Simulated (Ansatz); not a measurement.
# CsPbCl3 (Pm-3m): least direct gap against volume

The cell of CsPbCl3 (Pm-3m) is scaled evenly and the response computed anew at each volume, on one mesh. The atoms keep their fractional positions.

Symmetry: Pm-3m, No. 221, cubic system. The conventional cell has a = 5.605 Å, b = 5.605 Å, c = 5.605 Å, α = 90.00°, β = 90.00°, γ = 90.00°. Pb on site b is surrounded by 6 Cl at 2.80 Å. Cs on site a has 12 Cl at 3.96 Å as nearest neighbours. Around Cl on site c lie 2 Pb at 2.80 Å.

Method: Ansatz 0.2.0, PBEsol, independent particles, k-mesh 4×4×4 with interpolation inside its cells, Gaussian parameter 0.1 eV.

Launch of the response step: `ansatz run input.yaml --threads 4 --pin off --max-ram 8192MiB --backend cpu --events-out ev --progress --plain --runs-dir out`. The series took 3.4 min in all, on 4 threads of Intel(R) Xeon(R) Processor @ 2.50GHz (Skylake/Cascade Lake), with other jobs on the host.

```tsv
V/V₀	V (Å³, primitive cell)	least direct gap (eV)
0.94	165.52	?
0.96	169.04	1.607
0.98	172.57	1.708
1.00	176.09	1.802
1.02	179.61	1.889
1.04	183.13	1.970
1.06	186.65	2.044
```

For small changes the quantity should be close to linear in ln V.

Working, on the rows shown:

| x = ln(V/V₀) | y = least direct gap |
| --- | --- |
| -0.040822 | 1.607 |
| -0.0202027 | 1.708 |
| 0 | 1.802 |
| 0.0198026 | 1.889 |
| 0.0392207 | 1.97 |
| 0.0582689 | 2.044 |

Means: x̄ = 0.0093779, ȳ = 1.8367. Σ(x − x̄)(y − ȳ) = 0.03032, Σ(x − x̄)² = 0.006873. Slope = 0.03032 / 0.006873 = 4.412; intercept = ȳ − slope · x̄ = 1.7953. The line misses the rows shown by at most 0.0084 eV.

**Question.** Predict the last column of the withheld row from the fit.

**Answer.** At x = -0.061875 the line gives y = 1.5223 eV. The run gave 1.498 eV, so the extrapolation is off by 0.024 eV, 4 % of the range in the table.

Between the rows on either side of x = 0 the slope is (1.889 − 1.708) / (0.019803 − (-0.020203)) = 4.524. That is a volume deformation potential of 4.5 eV: the least direct gap on this mesh narrows by 45 meV for each per cent of compression. Spin-orbit coupling is left out.

[Logs are printed without paths, hosts, clocks, repeated set-up lines and the standing remarks that a program may print on its own settings, such as how far it seeks lower states.]
